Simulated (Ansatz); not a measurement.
**HfNiAg in the AlB2 type: lattice stability ahead of a resistivity run**

The plan: relax HfNiAg in the AlB2 type, check its phonons, and, if the lattice is stable, compute its Eliashberg function and ρ(T).

Main program and level: Ansatz 0.2.0; DFT PBE, scalar-relativistic, plane waves, PAW; PAW set soft_1.

This is a report of a sequence of runs, with most program output left out.

The structure was built from a prototype and need not be the compound's stable phase.

## Step 1: The starting structure

It takes space group P-6m2 (No. 187, hexagonal). Conventional cell: a = 3.814 Å, b = 3.814 Å, c = 4.005 Å, α = 90.00°, β = 90.00°, γ = 120.00°. Nearest to Hf lie 6 Ag at 2.98 Å and 6 Ni at 2.98 Å. Nearest to Ag lie 3 Ni at 2.20 Å and 6 Hf at 2.98 Å. Nearest to Ni lie 3 Ag at 2.20 Å and 6 Hf at 2.98 Å. Farther neighbours are not listed.

## Step 2: Rough relaxation

The start is far from rest, so a relaxation with loose thresholds does the first part.

input.yaml

```yaml
crystal:
  lattice:
    - [3.81412, 0.0, 0.0]
    - [-1.90706, 3.30313, 0.0]
    - [0.0, 0.0, 4.00483]
  atoms:
    - { symbol: Hf, position: [0.0, 0.0, 0.0] }
    - { symbol: Ag, position: [0.33333333, 0.66666667, 0.5] }
    - { symbol: Ni, position: [0.66666667, 0.33333333, 0.5] }
kpoints:
  mp_grid: { grid: [6, 6, 6] }
hamiltonian:
  xc: pbe
  pseudopotentials: { kind: paw, azcp: { folder: soft_1 } }
scf:
  occupations: { method: gaussian, width: 0.1 }
output:
  forces: true
  stress: true
  eigenvalues: true
relax:
  adjacent_minimum: "off"
  f_tol: 0.05
  max_steps: 80
  cell: { stress_tol: 0.5 }
```

Launch:

```console
$ ansatz run input.yaml --threads 4 --pin off --max-ram 12288MiB --backend cpu --events-out ev --progress --plain --runs-dir out
```

Wall time 24 s (4 threads of Arm Neoverse V2, shared host); peak memory 0.51 GiB; 86 s of CPU time.

This run has no spin polarisation, although Ni can carry a moment.

Relaxation path:

```
step  energy less that of the first step (eV)  largest force component (eV/Å)  pressure (GPa)  volume (Å³)
   1                                   0.0000                          0.0000           18.48        50.45
   2                                  -0.8144                          0.0000            4.18        53.37
   3                                  -1.2239                          0.0000            2.05        52.95
   4                                  -1.5363                          0.0000            1.07        52.16
   5                                  -1.7394                          0.0000            1.06        51.05
   6                                  -1.8695                          0.0000            1.44        49.90
   7                                  -1.8865                          0.0000            0.72        49.64
   8                                  -1.8863                          0.0000           -0.71        50.09
   9                                  -1.8870                          0.0000            0.04        49.83
 10*                                  -1.9292                          0.0000            1.53        49.83
  11                                  -1.9369                          0.0000            0.48        50.03
  12                                  -1.9377                          0.0000           -0.03        50.13
 13*                                  -1.9379                          0.0000           -0.04        50.13
```

Relaxation steps marked * repeat the geometry before them on a plane-wave basis chosen anew for their cell, so energy and pressure can jump there.

The run keeps the 12 symmetry operations that it works with, so distortions that break them were not tested.

```
     cell as run  before  after   change
           a (Å)   3.814  4.447  +16.6 %
           b (Å)   3.814  4.447  +16.6 %
           c (Å)   4.005  2.927  -26.9 %
volume (Å³/atom)   16.82  16.71   -0.6 %
```

Final coordinates:

```xyz
3
Lattice="4.4475 0.0000 0.0000 -2.2237 3.8516 0.0000 0.0000 0.0000 2.9265" Properties=species:S:1:pos:R:3 pbc="T T T"
Hf    0.0000    0.0000    0.0000
Ag    0.0000    2.5677    1.4633
Ni    2.2237    1.2839    1.4633
```

This step gave:

```yaml
pressure: -0.03691 GPa
volume_per_atom: 16.71 Å³/atom
metallic_on_mesh: yes
gap_on_the_k_mesh: 0 eV
```

The largest force is now zero by symmetry and the largest stress component 0.071 GPa.

## Step 3: Relaxing cell and atoms

Lattice constant and positions set the bands and the force constants, so the cell is relaxed first.

input.yaml, the sections that differ from step 2:

```yaml
crystal:
  lattice:
    - [4.4474522295, 0.0, 0.0]
    - [-2.2237261148, 3.8516066129, 0.0]
    - [0.0, 0.0, 2.9265114702]
  atoms:
    - { symbol: Hf, position: [0.0, 0.0, 0.0] }
    - { symbol: Ag, position: [0.3333333333, 0.6666666667, 0.5] }
    - { symbol: Ni, position: [0.6666666667, 0.3333333333, 0.5] }
kpoints:
  mp_grid: { grid: [9, 9, 10] }
relax:
  adjacent_minimum: "off"
  f_tol: 0.005
  max_steps: 80
  cell: { stress_tol: 0.05 }
# hamiltonian, scf, output: as in step 2
```

Wall time 17 s (4 threads); peak memory 0.59 GiB; 65 s of CPU time.

The steps of the relaxation:

```csv
step,energy less that of the first step (eV),largest force component (eV/Å),pressure (GPa),volume (Å³)
1,0.0000,0.0000,-0.26,50.13
2,-0.0001,0.0000,0.29,49.91
3,-0.0001,0.0000,-0.01,50.03
4,-0.0001,0.0000,-0.01,50.03
```

The log counts 1 steps on a newly chosen plane-wave basis, not all of them marked here; energy and pressure can jump at such steps. Relaxation step 2 was tried and not accepted.

```
conventional cell, symmetrised  before  after  change
                         a (Å)   4.447  4.446  -0.0 %
                         b (Å)   4.447  4.446  -0.0 %
                         c (Å)   2.927  2.923  -0.1 %
              volume (Å³/atom)   16.71  16.68  -0.2 %
```

The relaxed structure:

```cif
data_structure
_symmetry_space_group_name_H-M 'P 1'
_symmetry_Int_Tables_number 1
_cell_length_a 4.4459
_cell_length_b 4.4459
_cell_length_c 2.9229
_cell_angle_alpha 90.000
_cell_angle_beta 90.000
_cell_angle_gamma 120.000
_cell_volume 50.03
loop_
_atom_site_label
_atom_site_type_symbol
_atom_site_fract_x
_atom_site_fract_y
_atom_site_fract_z
_atom_site_occupancy
Hf1 Hf 0.00000 0.00000 0.00000 1
Ag2 Ag 0.33333 0.66667 0.50000 1
Ni3 Ni 0.66667 0.33333 0.50000 1
```

Numbers from this step:

```
pressure        : -0.01087 GPa
volume per atom : 16.68 Å³/atom
```

The largest force is now zero by symmetry and the largest stress component 0.033 GPa.

## Step 4: Relaxing tightly for phonons

No force is left; the cell is relaxed once more with another smearing and tight thresholds.

input.yaml, the sections that differ from step 3:

```yaml
crystal:
  lattice:
    - [4.4458502243, 0.0, 0.0]
    - [-2.2229251122, 3.8502192356, 0.0]
    - [0.0, 0.0, 2.9228578651]
  atoms:
    - { symbol: Hf, position: [0.0, 0.0, 0.0] }
    - { symbol: Ag, position: [0.3333333333, 0.6666666667, 0.5] }
    - { symbol: Ni, position: [0.6666666667, 0.3333333333, 0.5] }
scf:
  occupations: { method: methfessel_paxton, width: 0.2 }
relax:
  adjacent_minimum: "off"
  f_tol: 0.001
  max_steps: 60
  cell: { stress_tol: 0.01 }
# kpoints, hamiltonian, output: as in step 3
```

Run time: 20 s. Hardware: 4 threads; peak memory 0.58 GiB; 74 s of CPU time.

The steps of the relaxation:

```
step  energy less that of the first step (eV)  largest force component (eV/Å)  pressure (GPa)  volume (Å³)
   1                                   0.0000                          0.0000           -0.02        50.03
   2                                   0.0000                          0.0000            0.06        50.00
   3                                   0.0000                          0.0000           -0.07        50.04
   4                                   0.0000                          0.0000            0.00        50.02
   5                                   0.0000                          0.0000            0.00        50.02
```

The log counts 1 steps on a newly chosen plane-wave basis, not all of them marked here; energy and pressure can jump at such steps. Relaxation step 3 was tried and not accepted.

```
conventional cell, symmetrised  before  after  change
                         a (Å)   4.446  4.448  +0.0 %
                         b (Å)   4.446  4.448  +0.0 %
                         c (Å)   2.923  2.919  -0.1 %
              volume (Å³/atom)   16.68  16.67  -0.0 %
```

The relaxed structure:

```cif
data_structure
_symmetry_space_group_name_H-M 'P 1'
_symmetry_Int_Tables_number 1
_cell_length_a 4.4477
_cell_length_b 4.4477
_cell_length_c 2.9194
_cell_angle_alpha 90.000
_cell_angle_beta 90.000
_cell_angle_gamma 120.000
_cell_volume 50.02
loop_
_atom_site_label
_atom_site_type_symbol
_atom_site_fract_x
_atom_site_fract_y
_atom_site_fract_z
_atom_site_occupancy
Hf1 Hf 0.00000 0.00000 0.00000 1
Ag2 Ag 0.33333 0.66667 0.50000 1
Ni3 Ni 0.66667 0.33333 0.50000 1
```

This step gave:

```yaml
pressure: 3.92e-5 GPa
volume_per_atom: 16.67 Å³/atom
```

The largest force is now zero by symmetry and the largest stress component 4.7e-4 GPa, small enough for phonons.

## Step 5: Phonons: q 2×2×2, k 4×4×6

Before any scattering is computed, the phonons show whether the structure is a minimum.

input.yaml

```yaml
crystal:
  lattice:
    - [4.4477389047, 0.0, 0.0]
    - [-2.2238694524, 3.8518548809, 0.0]
    - [0.0, 0.0, 2.9194048115]
  atoms:
    - { symbol: Hf, position: [0.0, 0.0, 0.0] }
    - { symbol: Ag, position: [0.3333333333, 0.6666666667, 0.5] }
    - { symbol: Ni, position: [0.6666666667, 0.3333333333, 0.5] }
kpoints:
  mp_grid: { grid: [4, 4, 6] }
hamiltonian:
  xc: pbe
  pseudopotentials: { kind: paw, azcp: { folder: soft_1 } }
scf:
  occupations: { method: methfessel_paxton, width: 0.2 }
output:
  eigenvalues: true
phonons:
  method: dfpt
  qmesh: [2, 2, 2]
  temperatures: { t_max: 1000, t_step: 50 }
  qpath:
    path:
      - [[0.0, 0.0, 0.0], [0.5, 0.0, 0.0], [0.33333333, 0.33333333, 0.0], [0.0, 0.0, 0.0], [0.0, 0.0, 0.5], [0.5, 0.0, 0.5], [0.33333333, 0.33333333, 0.5], [0.0, 0.0, 0.5]]
      - [[0.5, 0.0, 0.5], [0.5, 0.0, 0.0]]
      - [[0.33333333, 0.33333333, 0.5], [0.33333333, 0.33333333, 0.0]]
    npoints: 10
```

It took 47 s on 4 threads; peak memory 0.64 GiB.

Numbers from this step:

```yaml
share_of_imaginary_modes_in_the_plain_interpolation_between_solved_wavevectors: 0.0155
highest_frequency_solved_or_plainly_interpolated: 227.8 cm⁻¹
```

Solved on the 2×2×2 mesh alone; all other wavevectors are interpolated. Phonon branches along the path, in cm⁻¹:

| point | branch 1 | branch 2 | branch 3 | branch 4 | branch 5 | branch 6 | branch 7 | branch 8 | branch 9 |
| --- | --- | --- | --- | --- | --- | --- | --- | --- | --- |
| Γ | -26 | 0 | 0 | 0 | 109 | 122 | 122 | 216 | 216 |
| halfway | 17 | 25 | 43 | 66 | 104 | 117 | 128 | 210 | 220 |
| M | 26 | 44 | 65 | 84 | 95 | 112 | 144 | 200 | 224 |
| halfway | 43 | 49 | 69 | 83 | 91 | 99 | 157 | 193 | 226 |
| K | 54 | 59 | 79 | 81 | 83 | 85 | 173 | 181 | 228 |
| halfway | 27 | 30 | 49 | 70 | 102 | 112 | 134 | 207 | 222 |
| Γ | -26 | 0 | 0 | 0 | 109 | 122 | 122 | 216 | 216 |
| halfway | 35 | 35 | 54 | 108 | 109 | 109 | 145 | 206 | 206 |
| A | 60 | 60 | 80 | 88 | 88 | 149 | 176 | 195 | 195 |
| halfway | 30 | 67 | 73 | 84 | 111 | 153 | 172 | 199 | 207 |
| L | -39 | 66 | 74 | 80 | 126 | 156 | 180 | 194 | 217 |
| halfway | -30 | 59 | 72 | 72 | 141 | 157 | 179 | 186 | 221 |
| H | 1 | 48 | 66 | 71 | 158 | 160 | 175 | 176 | 224 |
| halfway | 25 | 64 | 73 | 79 | 120 | 154 | 171 | 198 | 211 |
| A | 60 | 60 | 80 | 88 | 88 | 149 | 176 | 195 | 195 |
| jump to L | -39 | 66 | 74 | 80 | 126 | 156 | 180 | 194 | 217 |
| halfway | 37 | 46 | 59 | 102 | 119 | 129 | 154 | 197 | 220 |
| M | 26 | 44 | 65 | 84 | 95 | 112 | 144 | 200 | 224 |
| jump to H | 1 | 48 | 66 | 71 | 158 | 160 | 175 | 176 | 224 |
| halfway | 47 | 50 | 66 | 69 | 131 | 140 | 167 | 178 | 226 |
| K | 54 | 59 | 79 | 81 | 83 | 85 | 173 | 181 | 228 |

Lowest modes at the softest wavevector of the mesh. The modes at q = (0.500, 0.500, 0.500) (shares of kinetic energy by element, %) (negative means imaginary):

| mode | frequency (cm⁻¹) | Hf % | Ag % | Ni % |
| --- | --- | --- | --- | --- |
| 1 | -39.3 | 87 | 10 | 2 |
| 2 | 65.8 | 2 | 1 | 97 |
| 3 | 73.5 | 100 | 0 | 0 |
| 4 | 80.2 | 0 | 55 | 45 |
| 5 | 126.2 | 19 | 54 | 27 |
| 6 | 156.5 | 11 | 89 | 0 |

Displacements in mode 1 (-39.3 cm⁻¹), the largest set to 1, in the home cell:
```
Hf1  1.00 -0.58  0.00
Ag2  0.00  0.00 -0.51
Ni3  0.00  0.00  0.34
```

Displacements in mode 6 (156.5 cm⁻¹), the largest set to 1, in the home cell:
```
Hf1 -0.24  0.14  0.00
Ag2  0.00  0.00 -1.00
Ni3  0.00  0.00  0.08
```

Among the solved wavevectors the lowest mode, translations apart, is -39.3 cm⁻¹, imaginary.

## Step 6: Lattice stability: q 3×3×2, k 6×6×8

An imaginary mode on so few k-points may come from the sampling, so the phonons are repeated with another q and k mesh.

Edit input.yaml of step 5 so:

```diff
@@ -10,3 +10,3 @@
 kpoints:
-  mp_grid: { grid: [4, 4, 6] }
+  mp_grid: { grid: [6, 6, 8] }
 hamiltonian:
@@ -20,3 +20,3 @@
   method: dfpt
-  qmesh: [2, 2, 2]
+  qmesh: [3, 3, 2]
   temperatures: { t_max: 1000, t_step: 50 }
```

The job ended after 3.2 min (4 threads; peak memory 0.96 GiB).

This step gave:

```
share of imaginary modes in the plain interpolation between solved wavevectors : 0.0655
highest frequency, solved or plainly interpolated                              : 230.2 cm⁻¹
```

Solved on the 3×3×2 mesh alone; all other wavevectors are interpolated. Phonon branches along the path, in cm⁻¹:

```csv
point,branch 1,branch 2,branch 3,branch 4,branch 5,branch 6,branch 7,branch 8,branch 9
Γ,-13,0,0,0,106,117,117,214,214
halfway,-24,25,45,65,100,114,123,207,219
M,-23,40,65,76,91,110,141,198,223
halfway,27,38,69,75,88,95,154,190,227
K,35,51,76,77,78,82,173,175,230
halfway,-13,28,50,67,99,108,130,204,221
Γ,-13,0,0,0,106,117,117,214,214
halfway,35,35,44,101,106,106,135,207,207
A,58,58,64,88,88,146,154,200,200
halfway,6,63,65,84,106,151,167,200,211
L,-56,56,63,79,121,154,175,198,220
halfway,-53,39,51,60,141,155,174,188,225
H,-43,-28,21,57,155,158,172,177,228
halfway,-21,56,66,74,117,152,168,197,215
A,58,58,64,88,88,146,154,200,200
jump to L,-56,56,63,79,121,154,175,198,220
halfway,-19,30,54,100,119,126,149,197,222
M,-23,40,65,76,91,110,141,198,223
jump to H,-43,-28,21,57,155,158,172,177,228
halfway,17,26,51,54,128,137,166,176,229
K,35,51,76,77,78,82,173,175,230
```

Lowest modes at the softest wavevector of the mesh. Modes at q = (0.333, 0.333, 0.500), with each element's share of the kinetic energy (negative means imaginary):

```
mode  frequency (cm⁻¹)  Hf %  Ag %  Ni %
   1             -43.1    87    13     0
   2             -28.5    67     0    33
   3              21.0     4    54    42
   4              56.7    33     0    67
   5             155.1    13    87     0
   6             158.5     0   100     0
```

Displacements in mode 1 (-43.1 cm⁻¹), the largest set to 1, in the home cell (x, y, z of the real part, then of the imaginary part):
```
Hf1  0.00  1.00  0.00 -1.00  0.00  0.00
Ag2  0.00  0.00  0.71  0.00  0.00  0.00
Ni3  0.00  0.00  0.00  0.00  0.00  0.00
```

Displacements in mode 6 (158.5 cm⁻¹), the largest set to 1, in the home cell (x, y, z of the real part, then of the imaginary part):
```
Hf1  0.00  0.00  0.00  0.00  0.00  0.00
Ag2  0.87 -0.50  0.00  0.50  0.87  0.00
Ni3  0.00  0.00  0.00  0.00  0.00  0.00
```

The modes has structure finer than the step of the table below, so its rows give means over 10 cm⁻¹, whole bins alone (the curve runs from -64.9 to 247 cm⁻¹). Peaks (cm⁻¹: height): Ag -17.8: 0.00471, 54.8: 0.0152, 115.6: 0.0198, 150.9: 0.0294, 200.0: 0.0260, 221.6: 0.0307; Hf -45.3: 0.00912, -19.8: 0.0109, 54.8: 0.0332, 113.6: 0.0213, 170.5: 0.0164; Ni 37.1: 0.0302, 54.8: 0.0435, 109.7: 0.0119, 198.0: 0.0362, 221.6: 0.0367.

Phonopy on the run's constants, 15x15x19 mesh, Gaussian sigma 2.2 cm⁻¹. Table of modes by wavenumber; means over each step; values in 1/cm⁻¹/cell:

```csv
wavenumber (cm⁻¹),Ag,Hf,Ni
-50,7.8e-4,0.00629,0.00115
-40,0.00105,0.00770,0.00171
-30,0.00109,0.00583,0.00179
-20,0.00391,0.00981,0.00361
-10,0.00283,0.00667,0.00286
0,0.00124,0.00272,0.00130
10,0.00245,0.00547,0.00287
20,0.00366,0.00994,0.00641
30,0.00585,0.0155,0.0159
40,0.00769,0.0200,0.0230
50,0.0112,0.0247,0.0248
60,0.0110,0.0268,0.0282
70,0.00629,0.0117,0.00538
80,0.00927,0.0137,0.00586
90,0.0140,0.0162,0.00781
100,0.0178,0.0186,0.00892
110,0.0191,0.0206,0.0112
120,0.0184,0.0137,0.00832
130,0.0178,0.00985,0.00631
140,0.0221,0.00997,0.00699
150,0.0279,0.0123,0.00607
160,0.00839,0.0135,0.00398
170,0.00142,0.0139,0.00293
180,0.00208,0.00146,0.00619
190,0.0100,7.2e-4,0.0165
200,0.0223,8.9e-4,0.0299
210,0.0146,2.7e-4,0.0172
220,0.0257,5.0e-4,0.0306
230,0.0100,1.8e-4,0.0121
240,2.0e-5,1.5e-7,2.7e-5
```

No LO-TO term; unit eigenvectors of the mass-weighted matrix. Modes at Γ, with each element's share of the kinetic energy (negative means imaginary):

```
mode  frequency (cm⁻¹)  symmetry  Hf %  Ag %  Ni %
   1             -13.0      A2''     4    17    79
   2               0.0   unnamed    52    31    17
   3               0.0   unnamed    52    31    17
   4               0.0   unnamed    52    31    17
   5             106.5      A2''    45    52     4
   6             116.6        E'    47    22    31
   7             116.6        E'    47    22    31
   8             214.2        E'     1    47    52
   9             214.2        E'     1    47    52
```

Displacements in mode 1 (-13.0 cm⁻¹), the largest set to 1:
```
Hf1  0.00  0.00 -0.12
Ag2  0.00  0.00 -0.34
Ni3  0.00  0.00  1.00
```

Displacements in mode 9 (214.2 cm⁻¹), the largest set to 1:
```
Hf1  0.00  0.09  0.00
Ag2  0.00 -0.70  0.00
Ni3  0.00  1.00  0.00
```

Among the solved wavevectors the lowest mode, translations apart, is -43.1 cm⁻¹, imaginary.

## Step 7: Summary of results

| Quantity | Value |
| --- | --- |
| phonon run of the rows without a label of their own | PBE, q 3×3×2, k 6×6×8 |
| softest mode on the q mesh | -43.1 cm⁻¹ at q = (0.333, 0.333, 0.5) |
| highest frequency, solved or plainly interpolated | 230 cm⁻¹ |

What this shows: The lattice is dynamically unstable at this level: a mode at q = (0.333, 0.333, 0.5) is imaginary, 43.1i cm⁻¹, so no harmonic coupling constant or resistivity is defined for this structure. These meshes are coarse, and single modes of a metal can move by tens of cm⁻¹ with the k mesh. The coarser mesh found an imaginary mode at another wavevector, which this mesh lacks. Spin–orbit coupling, left out here, matters for Hf. The phonon runs are not spin-polarised. The structure was built by hand as an ordered model, and its stability against other phases was not tested.

[Logs are printed without paths, hosts, clocks, repeated set-up lines and the standing remarks that a program may print on its own settings, such as how far it seeks lower states.]

[Hosts, paths, dates, database ids (printed as entryN), source tags and the programs' standing remarks are cut or masked in the printed files.]
